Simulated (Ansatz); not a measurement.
# Y on Ni(111): change of the work function, part 2 of 2

How does one ordered layer of Y (hcp site) change the work function of Ni(111), and what dipole does each adsorbate carry?

Ansatz 0.2.0; plane-wave DFT, PBE-D3(BJ), Ansatz PAW.

So far, work function, upper face (eV): step 2 (the clean slab) 5.07; step 3 (adsorbate added) 2.51; step 5 (the slab at 0.25 ML, atoms frozen) 2.51.

### Step 6. The substrate of the 0.25 ML cell alone

System of this step: Y/Ni(111), substrate alone, atoms held. The cell holds 16 atoms: 16 Ni. Its edges and angles: a = 4.978 Å, b = 4.978 Å, c = 26.986 Å, α = 90.0°, β = 90.0°, γ = 60.0°. Vacuum lies along c.

The second part, atoms unmoved.

input.yaml

```yaml
crystal:
  lattice:
    - [4.9780317395, 0.0, 0.0]
    - [2.4890158698, 4.3111019473, 0.0]
    - [0.0, 0.0, 26.985705089]
  atoms:
    - { symbol: Ni, position: [0.0, 0.0, 0.3335099072], spin: 0.7 }
    - { symbol: Ni, position: [0.1666666667, 0.1666666667, 0.4088191474], spin: 0.7 }
    - { symbol: Ni, position: [0.3333333333, 0.3333333333, 0.4823636357], spin: 0.63 }
    - { symbol: Ni, position: [0.0, 0.0, 0.5635974232], spin: 0.41 }
    - { symbol: Ni, position: [0.0, 0.5, 0.3335099072], spin: 0.7 }
    - { symbol: Ni, position: [0.1666666667, 0.6666666667, 0.4088191474], spin: 0.7 }
    - { symbol: Ni, position: [0.3284481639, 0.835775918, 0.4827893778], spin: 0.62 }
    - { symbol: Ni, position: [-0.008906887, 0.5044534435, 0.5561808583], spin: 0.26 }
    - { symbol: Ni, position: [0.5, 0.0, 0.3335099072], spin: 0.7 }
    - { symbol: Ni, position: [0.6666666667, 0.1666666667, 0.4088191474], spin: 0.7 }
    - { symbol: Ni, position: [0.835775918, 0.3284481639, 0.4827893778], spin: 0.62 }
    - { symbol: Ni, position: [0.5044534435, -0.008906887, 0.5561808583], spin: 0.26 }
    - { symbol: Ni, position: [0.5, 0.5, 0.3335099072], spin: 0.7 }
    - { symbol: Ni, position: [0.6666666667, 0.6666666667, 0.4088191474], spin: 0.7 }
    - { symbol: Ni, position: [0.835775918, 0.835775918, 0.4827893778], spin: 0.62 }
    - { symbol: Ni, position: [0.5044534435, 0.5044534435, 0.5561808583], spin: 0.26 }
magnetization:
  spin_polarized: true
kpoints:
  mp_grid: { grid: [7, 7, 1] }
hamiltonian:
  xc: pbe
  dispersion: d3bj
scf:
  occupations: { method: fermi_dirac, width: 0.1 }
  convergence: { dr2_threshold: 1.0e-08 }
efield:
  axis: 3
  dipole_correction: true
  ramp_position: 0.97
  ramp_width: 0.06
output:
  write_potential: true
  write_density: true
  volumetric_format: npy
```

Started as:

```
> ansatz run input.yaml --threads 4 --pin off --max-ram 12288MiB --backend cpu --events-out ev --progress --plain --runs-dir out
```

Wall time 2.3 min (4 threads of Arm Neoverse V1, shared host); peak memory 3.2 GiB; 8.7 min of CPU time.

This step gave:

* energy at zero smearing: -93435.6872 eV
* total moment: 10.59 μB
* work function, upper face: 5.064 eV
* dipole along the normal: 0.001888 e·Å

Site moment by atom:

| atom | site moment (μB) |
| --- | --- |
| Ni1 | 0.700 |
| Ni2 | 0.704 |
| Ni3 | 0.696 |
| Ni4 | 0.720 |
| Ni5 | 0.700 |
| Ni6 | 0.704 |
| Ni7 | 0.706 |
| Ni8 | 0.700 |
| Ni9 | 0.700 |
| Ni10 | 0.704 |
| Ni11 | 0.706 |
| Ni12 | 0.700 |
| Ni13 | 0.700 |
| Ni14 | 0.717 |
| Ni15 | 0.706 |
| Ni16 | 0.700 |

The work function of the upper face is 5.06 eV.

### Step 7. The adsorbate layer of the 0.25 ML cell alone

System of this step: Y/Ni(111), adsorbate layer alone, atoms held. The cell holds 1 atom: 1 Y. Cell: a = 4.978 Å, b = 4.978 Å, c = 26.986 Å, α = 90.0°, β = 90.0°, γ = 60.0°. Vacuum lies along c.

The third part; a free layer of atoms may carry a moment, so spin is on.

input.yaml, the sections that differ from step 6:

```yaml
crystal:
  lattice:
    - [4.9780317395, 0.0, 0.0]
    - [2.4890158698, 4.3111019473, 0.0]
    - [0.0, 0.0, 26.985705089]
  atoms:
    - { symbol: "Y", position: [0.3333333333, 0.3333333333, 0.6310755754], spin: 1.0 }
# magnetization, kpoints, hamiltonian, scf, efield, output: as in step 6
```

Run time: 20 s. Hardware: 4 threads; peak memory 0.84 GiB; 74 s of CPU time.

Numbers from this step:

```yaml
energy_at_zero_smearing: -3845.5881 eV
total_moment: 0.9185 μB
site_moments: 0.7673 μB
dipole_along_the_normal: 2.92e-6 e·Å
```

Site moment by atom:

| atom | site moment (μB) |
| --- | --- |
| Y1 | 0.767 |

The free layer carries a moment of 0.9 μB a cell.

### Step 8. Where the charge went at 0.25 ML

This step: plane-wave DFT, PBE-D3(BJ), Ansatz PAW; density difference on adsorption (Ansatz 0.2.0).

The densities of the parts are taken from that of the whole and averaged over planes; the first moment of what is left gives the step in the potential.

Numbers from this step:

| Item | Value |
| --- | --- |
| largest charge moved | 0.01444 e/Å² |
| potential step from the moved charge | -2.534 eV |

The electron density difference oscillates, so the rows of the table below give means over windows of 0.5 Å about each position, cut where the curve ends. Its maxima inside the range that stand out by 2 % of the span (Å: e/Å³): 12.79: 0.00221, 13.35: 0.00403, 15.04: -0.00247, 15.88: 0.0291, 17.57: 7.3e-4. Its minima: 11.24: -5.5e-4, 13.07: -0.00334, 14.76: -0.00569, 15.32: -0.00912, 17.01: -0.0161, 18.27: -0.00692.

Planar mean, whole system less its parts. Electron density difference against z; means over each step:

| z (Å) | electron density difference (e/Å³) |
| --- | --- |
| 6.0 | 2.6e-6 |
| 6.5 | 4.3e-6 |
| 7.0 | 2.0e-6 |
| 7.5 | -2.5e-5 |
| 8.0 | -1.2e-4 |
| 8.5 | -1.1e-4 |
| 9.0 | 3.7e-4 |
| 9.5 | -2.4e-4 |
| 10.0 | -6.0e-6 |
| 10.5 | 1.5e-4 |
| 11.0 | -1.5e-4 |
| 11.5 | -3.2e-4 |
| 12.0 | -1.2e-4 |
| 12.5 | 6.0e-4 |
| 13.0 | -5.7e-4 |
| 13.5 | 0.00164 |
| 14.0 | -0.00384 |
| 14.5 | -0.00510 |
| 15.0 | -0.00476 |
| 15.5 | 0.00507 |
| 16.0 | 0.0266 |
| 16.5 | 0.00895 |
| 17.0 | -0.0121 |
| 17.5 | -0.00239 |
| 18.0 | -0.00462 |
| 18.5 | -0.00592 |
| 19.0 | -0.00281 |
| 19.5 | -6.6e-4 |
| 20.0 | 3.8e-5 |
| 20.5 | 1.6e-4 |
| 21.0 | 1.2e-4 |
| 21.5 | 7.2e-5 |
| 22.0 | 3.8e-5 |
| 22.5 | 1.8e-5 |
| 23.0 | 8.5e-6 |
| 23.5 | 3.9e-6 |
| 24.0 | 1.6e-6 |

Planar mean, whole system less its parts. Table of electrons moved below z by z:

z (Å), electrons moved below z (e/Å²) and a bar from the least value:
```
        5     0.0000 ##########
        6     0.0000 ##########
        7     0.0000 ##########
        8     0.0000 ##########
        9     0.0000 ##########
       10    -0.0001 ##########
       11     0.0000 ##########
       12    -0.0002 #########
       13    -0.0003 #########
       14    -0.0004 #########
       15    -0.0050 
       16     0.0052 ####################
       17     0.0102 ##############################
       18     0.0057 #####################
       19     0.0004 ###########
       20    -0.0002 #########
       21    -0.0001 ##########
       22     0.0000 ##########
       23     0.0000 ##########
       24     0.0000 ##########
```

### Step 9. A changed input: scf.lower_state_search = "light"

This step: plane-wave DFT, PBE-D3(BJ), Ansatz PAW (Ansatz 0.2.0).

System of this step: YNi16 (Y/Ni(111)). The cell holds 17 atoms: 16 Ni and 1 Y. Cell: a = 4.978 Å, b = 4.978 Å, c = 26.986 Å, α = 90.0°, β = 90.0°, γ = 60.0°. Vacuum lies along c.

A run with a changed input: it repeats the earlier run at 0.25 ML with scf.lower_state_search to light; its output block differs too.

input.yaml

```yaml
crystal:
  lattice:
    - [4.9780317395, 0.0, 0.0]
    - [2.4890158698, 4.3111019473, 0.0]
    - [0.0, 0.0, 26.985705089]
  atoms:
    - { symbol: Ni, position: [0.0, 0.0, 0.3335099072], spin: 0.7 }
    - { symbol: Ni, position: [0.1666666667, 0.1666666667, 0.4088191474], spin: 0.7 }
    - { symbol: Ni, position: [0.3333333333, 0.3333333333, 0.4826580653], spin: 0.71 }
    - { symbol: Ni, position: [0.0, 0.0, 0.5565301715], spin: 0.7 }
    - { symbol: Ni, position: [0.0, 0.5, 0.3335099072], spin: 0.7 }
    - { symbol: Ni, position: [0.1666666667, 0.6666666667, 0.4088191474], spin: 0.7 }
    - { symbol: Ni, position: [0.3333333333, 0.8333333333, 0.4826580653], spin: 0.71 }
    - { symbol: Ni, position: [0.0, 0.5, 0.5565301715], spin: 0.7 }
    - { symbol: Ni, position: [0.5, 0.0, 0.3335099072], spin: 0.7 }
    - { symbol: Ni, position: [0.6666666667, 0.1666666667, 0.4088191474], spin: 0.7 }
    - { symbol: Ni, position: [0.8333333333, 0.3333333333, 0.4826580653], spin: 0.71 }
    - { symbol: Ni, position: [0.5, 0.0, 0.5565301715], spin: 0.7 }
    - { symbol: Ni, position: [0.5, 0.5, 0.3335099072], spin: 0.7 }
    - { symbol: Ni, position: [0.6666666667, 0.6666666667, 0.4088191474], spin: 0.7 }
    - { symbol: Ni, position: [0.8333333333, 0.8333333333, 0.4826580653], spin: 0.71 }
    - { symbol: Ni, position: [0.5, 0.5, 0.5565301715], spin: 0.7 }
    - { symbol: "Y", position: [0.3333333333, 0.3333333333, 0.6664900928] }
magnetization:
  spin_polarized: true
kpoints:
  mp_grid: { grid: [7, 7, 1] }
hamiltonian:
  xc: pbe
  dispersion: d3bj
scf:
  occupations: { method: fermi_dirac, width: 0.1 }
  convergence: { dr2_threshold: 1.0e-08 }
  lower_state_search: light
efield:
  axis: 3
  dipole_correction: true
  ramp_position: 0.97
  ramp_width: 0.06
relax:
  f_tol: 0.02
  max_steps: 60
  constraints: [{ sites: [0, 1, 4, 5, 8, 9, 12, 13] }]
output:
  bader: true
  dos: { projected: true, e_range: [-8, 4] }
  write_potential: true
  write_density: true
  volumetric_format: npy
```

It took 18 min on 4 threads; peak memory 3.4 GiB; 68 min of CPU time.

Step by step:

| step | energy less that of the first step (eV) | largest force component (eV/Å) |
| --- | --- | --- |
| 1 | 0.0000 | 2.4319 |
| 2 | -0.3316 | 1.4955 |
| 3 | -0.8333 | 2.5053 |
| 4 | -1.3330 | 1.9622 |
| 5 | -1.6293 | 0.6855 |
| 6 | -1.7073 | 0.2122 |
| 7 | -1.7156 | 0.1102 |
| 8 | -1.7178 | 0.1060 |
| 9 | -1.7186 | 0.0031 |

Forces are held to the 6 operations that the run works with; a distortion that breaks them can't arise in this run.

The atoms that moved most (Å):

| atom | dx | dy | dz | length |
| --- | --- | --- | --- | --- |
| Y17 | 0.000 | 0.000 | -0.956 | 0.956 |
| Ni4 | 0.000 | 0.000 | 0.191 | 0.191 |
| Ni8 | -0.033 | 0.019 | -0.009 | 0.040 |
| Ni12 | 0.000 | -0.038 | -0.009 | 0.040 |
| Ni16 | 0.033 | 0.019 | -0.009 | 0.040 |
| Ni7 | -0.018 | 0.011 | 0.004 | 0.021 |
| Ni11 | 0.000 | -0.021 | 0.004 | 0.021 |
| Ni15 | 0.018 | 0.011 | 0.004 | 0.021 |

Final coordinates:

```
Ni Y
1.0
     4.97803    0.00000    0.00000
     2.48902    4.31110    0.00000
     0.00000    0.00000   26.98571
Ni Y
16 1
Direct
  0.00000 0.00000 0.33351
  0.16667 0.16667 0.40882
  0.33333 0.33333 0.48236
  0.00000 0.00000 0.56360
  0.00000 0.50000 0.33351
  0.16667 0.66667 0.40882
  0.32845 0.83578 0.48279
  0.99109 0.50445 0.55618
  0.50000 0.00000 0.33351
  0.66667 0.16667 0.40882
  0.83578 0.32845 0.48279
  0.50445 0.99109 0.55618
  0.50000 0.50000 0.33351
  0.66667 0.66667 0.40882
  0.83578 0.83578 0.48279
  0.50445 0.50445 0.55618
  0.33333 0.33333 0.63108
```

Numbers from this step:

```
energy at zero smearing        : -97286.2678 eV
total moment                   : 8.585 μB
work function, upper face      : 2.513 eV
dipole along the normal        : 0.3024 e·Å
step between the vacuum levels : -2.549 eV
```

The density of states has structure finer than the step of the table below, so its rows give means over 0.5 eV, whole bins alone (the curve runs from -8 to 1.98 eV). Peaks (eV: height): total -2.41: 57.0, -2.05: 61.4, -1.59: 71.9, -1.47: 60.4, -1.29: 53.8, -1.02: 57.8, -0.63: 75.4; up -2.29: 34.5, -2.05: 45.2, -1.59: 39.9, -1.20: 34.2, -0.75: 35.8, -0.63: 44.1, -0.54: 38.9; down -2.41: 33.7, -1.86: 29.8, -1.53: 34.5, -1.47: 35.6, -0.66: 33.2, -0.45: 30.9, 0.12: 38.1.

Density of states against energy, zero at the Fermi level; means over each step; values in states/eV a cell:

| energy (eV) | total | up | down |
| --- | --- | --- | --- |
| -7.5 | 1.01 | 0.495 | 0.511 |
| -7.0 | 2.02 | 1.01 | 1.01 |
| -6.5 | 2.34 | 1.18 | 1.16 |
| -6.0 | 1.58 | 0.840 | 0.745 |
| -5.5 | 4.33 | 2.32 | 2.00 |
| -5.0 | 4.60 | 2.91 | 1.69 |
| -4.5 | 10.1 | 6.29 | 3.86 |
| -4.0 | 20.6 | 13.0 | 7.56 |
| -3.5 | 23.2 | 12.2 | 10.9 |
| -3.0 | 25.6 | 13.7 | 11.9 |
| -2.5 | 37.6 | 22.8 | 14.8 |
| -2.0 | 45.6 | 24.9 | 20.7 |
| -1.5 | 44.8 | 20.3 | 24.5 |
| -1.0 | 45.1 | 27.4 | 17.7 |
| -0.5 | 43.6 | 20.8 | 22.8 |
| 0.0 | 27.4 | 3.43 | 24.0 |
| 0.5 | 11.4 | 4.01 | 7.38 |
| 1.0 | 8.58 | 3.77 | 4.81 |
| 1.5 | 9.88 | 4.24 | 5.64 |

Projected DOS per atom over height of the atomic layer and energy from the Fermi level. Layers: Ni4 Ni4 Ni4 Ni4 Y from below.

Values in states/eV, 22 rows by 5 columns, each cell a mean:
```
0.21 0.21 0.18 0.29 3.39
0.31 0.26 0.29 0.36 2.85
0.36 0.32 0.35 0.37 1.91
0.85 0.83 0.78 0.61 1.42
1.87 1.79 1.66 1.36 0.67
2.76 2.34 2.80 2.91 0.69
3.26 2.46 2.42 2.69 0.72
3.54 2.43 2.60 2.48 0.83
2.87 2.14 2.20 3.16 1.13
2.53 2.48 2.28 2.92 1.07
1.56 1.85 1.71 2.02 0.58
1.25 1.71 1.75 1.46 0.23
0.91 1.60 1.48 1.04 0.19
0.65 1.37 1.29 0.71 0.19
0.41 0.75 0.72 0.42 0.14
0.19 0.29 0.29 0.20 0.07
0.23 0.28 0.29 0.25 0.10
0.06 0.11 0.11 0.07 0.02
0.11 0.18 0.17 0.13 0.04
0.09 0.16 0.15 0.11 0.03
0.05 0.12 0.12 0.06 0.02
0.02 0.09 0.09 0.02 0.01
```
Columns: height of the atomic layer (Å) from 9 to 17.0; rows upwards: energy from the Fermi level (eV) from -7.96 to 1.95.

Projected DOS per atom, spin up over height of the atomic layer and energy from the Fermi level. Layers: Ni4 Ni4 Ni4 Ni4 Y from below.

Ten even steps from '_' (0.00 states/eV) to '@' (2.02 states/eV), each cell a mean:
```
________##
________##
________==
______..==
______....
++**####..
@@##**##..
##++****..
%%==++##::
%%####%%::
==++++++..
--====--__
::====::__
::==--::__
..::::..__
__________
__________
__________
__________
__________
__________
__________
```
Columns: height of the atomic layer (Å) from 9 to 17.0; rows upwards: energy from the Fermi level (eV) from -7.96 to 1.95.

Projected DOS per atom, spin down over height of the atomic layer and energy from the Fermi level. Layers: Ni4 Ni4 Ni4 Ni4 Y from below.

Ten even steps from '0' (0.00 states/eV) to '9' (1.94 states/eV), each cell a mean:
```
00009
00006
11115
33312
88751
85672
65552
96662
66682
44462
34341
24430
13220
12210
01110
00000
00000
00000
00000
00000
00000
00000
```
Columns: height of the atomic layer (Å) from 9 to 17.0; rows upwards: energy from the Fermi level (eV) from -7.96 to 1.95.

| quantity | this run | earlier run | difference |
| --- | --- | --- | --- |
| work function, upper face (eV) | 2.513 | 2.513 | 0 |
| work function, lower face (eV) | 5.063 | 5.063 | 0 |
| dipole along the normal (e·Å) | 0.3024 | 0.3024 | 0 |
| total moment (μB) | 8.585 | 8.585 | 0 |

Nothing in the table moves by 0.01 in its unit (for the dipole 0.5 % and 5e-5 e·Å).

### Step 10. A changed input

System of this step: Ni(111). The cell holds 4 atoms: 4 Ni. Cell: a = 2.489 Å, b = 2.489 Å, c = 24.097 Å, α = 90.0°, β = 90.0°, γ = 60.0°. Vacuum lies along c.

An input spoilt on purpose, to show how the run answers: it repeats the earlier run at 0 ML with efield.axis from 3 to 0, and scf.max_iter set to 75.

input.yaml

```yaml
crystal:
  lattice:
    - [2.4890158698, 0.0, 0.0]
    - [1.2445079349, 2.1555509736, 0.0]
    - [0.0, 0.0, 24.0968188426]
  atoms:
    - { symbol: Ni, position: [0.0, 0.0, 0.3734932839], spin: 0.7 }
    - { symbol: Ni, position: [0.3333333333, 0.3333333333, 0.4578310946], spin: 0.7 }
    - { symbol: Ni, position: [0.6666666667, 0.6666666667, 0.5421689054], spin: 0.7 }
    - { symbol: Ni, position: [0.0, 0.0, 0.6265067161], spin: 0.7 }
magnetization:
  spin_polarized: true
kpoints:
  mp_grid: { grid: [14, 14, 1] }
hamiltonian:
  xc: pbe
  dispersion: d3bj
scf:
  occupations: { method: fermi_dirac, width: 0.1 }
  convergence: { dr2_threshold: 1.0e-08 }
  max_iter: 75
efield:
  axis: 0
  dipole_correction: true
  ramp_position: 0.97
  ramp_width: 0.06
relax:
  f_tol: 0.02
  max_steps: 60
  constraints: [{ sites: [0, 1] }]
output:
  write_potential: true
  write_density: true
  volumetric_format: npy
```

The job ended after 0.03 s (4 threads; peak memory 0.032 GiB).

The program refused the input before any cycle.

The program's message: “Error: invalid value for `efield.axis`: must be in [1, 3]; got 0”

The fault put into the input: an axis of 0, outside the range 1 to 3.

### Step 11. Results

* work function of the clean face: 5.07 eV
* work function at 0.25 ML: 2.51 eV
* dipole per adsorbate at 0.25 ML, positive end outwards: 1.45 D
* step of the potential from the moved charge at 0.25 ML, upper less lower side, atoms held: -2.53 eV

Y lowers the work function of Ni(111) at the lowest coverage, by 2.55 eV: the adsorbate layer has its positive end outwards. One coverage alone was completed, so no trend follows. The slab has 4 layers, at the tabulated experimental lattice constant, one starting site was run, and quantum-size effects of a slab this thin can reach one or two tenths of an eV. The magnetic order is the one reached from the typed start; other orders were not compared.

[Logs are printed without paths, hosts, clocks, repeated set-up lines and the standing remarks that a program may print on its own settings, such as how far it seeks lower states.]

[Hosts, paths, dates, database ids (printed as entryN), source tags and the programs' standing remarks are cut or masked in the printed files.]

[Maps of the electrostatic potential energy from Ansatz leave out the sawtooth potential of an applied field or a dipole correction, so their vacuum need not be flat; planar profiles and work functions include it.]

[The density of states shown here was stored with 400 of the rows of the run's finer table, so its peaks can read low, often by over a quarter, or be missed, and its means over a window can be off by a tenth or more.]
